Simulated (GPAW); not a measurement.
Consider Ti3InC (Pm-3m).

```xyz
5
Lattice="4.2356 0.0000 0.0000 0.0000 4.2356 0.0000 0.0000 0.0000 4.2356" Properties=species:S:1:pos:R:3 pbc="T T T"
In    0.0000    0.0000    0.0000
Ti    0.0000    2.1178    2.1178
Ti    2.1178    0.0000    2.1178
Ti    2.1178    2.1178    0.0000
C     2.1178    2.1178    2.1178
```

Absorber: atom 2, with 2 C at 2.12 Å (linear, site symmetry 4/mmm). Method: GPAW, LDA, excited-electron core hole (neutral cell), 20-atom cell with 7.3 Å between holes, 5×5×5 k points, dipole transitions, Gaussian full width 0.9 eV up to 4 eV, rising linearly to 3.5 eV at 25 eV.

Question: Predict the near-edge structure at the Ti L₃ edge.

Main maxima up to 30 eV above the zero (height): 0.7 eV (5.38), 2.7 eV (2.84), 5.2 eV (1.04), 8.4 eV (0.56), 14.5 eV (0.46) and 20.9 eV (0.41). At an L edge the dipole rule selects empty d (and weakly s) states on the absorber, and the strong line at the onset measures the empty part of its d band. 2p–3d multiplets, which reshape such L edges, aren't in a one-electron spectrum. The total-energy difference is 455.25 eV. Two terms are added: -1.48 eV, since the hole is spin-paired here and a spin-polarised one costs that much less in the free atom (computed apart); −2.13 eV, a third of the tabulated L₂–L₃ splitting, since the scalar-relativistic hole is their mean. The photon energy is then 451.64 eV. The tabulated edge of the element is 453.8 eV. The functional leaves an error of a few eV in such absolute values.

The Ti L₃ spectrum (energy from the lowest empty level; intensity scaled to a mean of 1 over the first 20 eV):

```csv
E (eV),intensity
-2.0,0.00
-1.5,0.00
-1.0,0.02
-0.5,0.40
0.0,2.64
0.5,5.18
1.0,5.12
1.5,3.75
2.0,2.50
2.5,2.77
3.0,2.54
3.5,1.50
4.0,0.90
4.5,0.90
5.0,1.02
5.5,0.98
6.0,0.72
6.5,0.49
7.0,0.41
7.5,0.45
8.0,0.54
8.5,0.56
9.0,0.52
9.5,0.45
10.0,0.37
10.5,0.32
11.0,0.32
11.5,0.34
12.0,0.36
12.5,0.38
13.0,0.40
13.5,0.43
14.0,0.45
14.5,0.46
15.0,0.45
15.5,0.41
16.0,0.35
16.5,0.29
17.0,0.25
17.5,0.24
18.0,0.25
18.5,0.27
19.0,0.31
19.5,0.35
20.0,0.39
20.5,0.41
21.0,0.41
21.5,0.40
22.0,0.38
22.5,0.36
23.0,0.35
23.5,0.34
24.0,0.34
24.5,0.33
25.0,0.34
25.5,0.33
26.0,0.33
26.5,0.33
27.0,0.33
27.5,0.33
28.0,0.33
28.5,0.34
29.0,0.34
29.5,0.35
30.0,0.35
30.5,0.35
31.0,0.34
31.5,0.32
32.0,0.31
```

One-electron theory leaves out the 2p–3d multiplets that shape measured L edges of 3d elements, and the L₂ edge isn't added. Lifetime broadening is put in by hand, and intensities beyond about 20 eV depend on it and on the partial waves; weight that the partial waves miss at high energy is lost. The structure is a computed Materials Project entry and may be a hypothetical form.

[Banner, clock and machine lines of the logs are left out without a mark of their own.]

[Logs are printed without paths, hosts, clocks, repeated set-up lines and the standing remarks that a program may print on its own settings, such as how far it seeks lower states.]

[Hosts, paths, dates, database ids (printed as entryN), source tags and the programs' standing remarks are cut or masked in the printed files.]

[Lists of maxima count a maximum above −3 eV only where it reaches 4 % of the highest in the window and stands out from its surroundings by 2 % of it (1.5 % where it reaches 55 %); shoulders and weaker maxima are passed over, and of the rest the first, up to two pre-edge ones and the few strongest are named.]
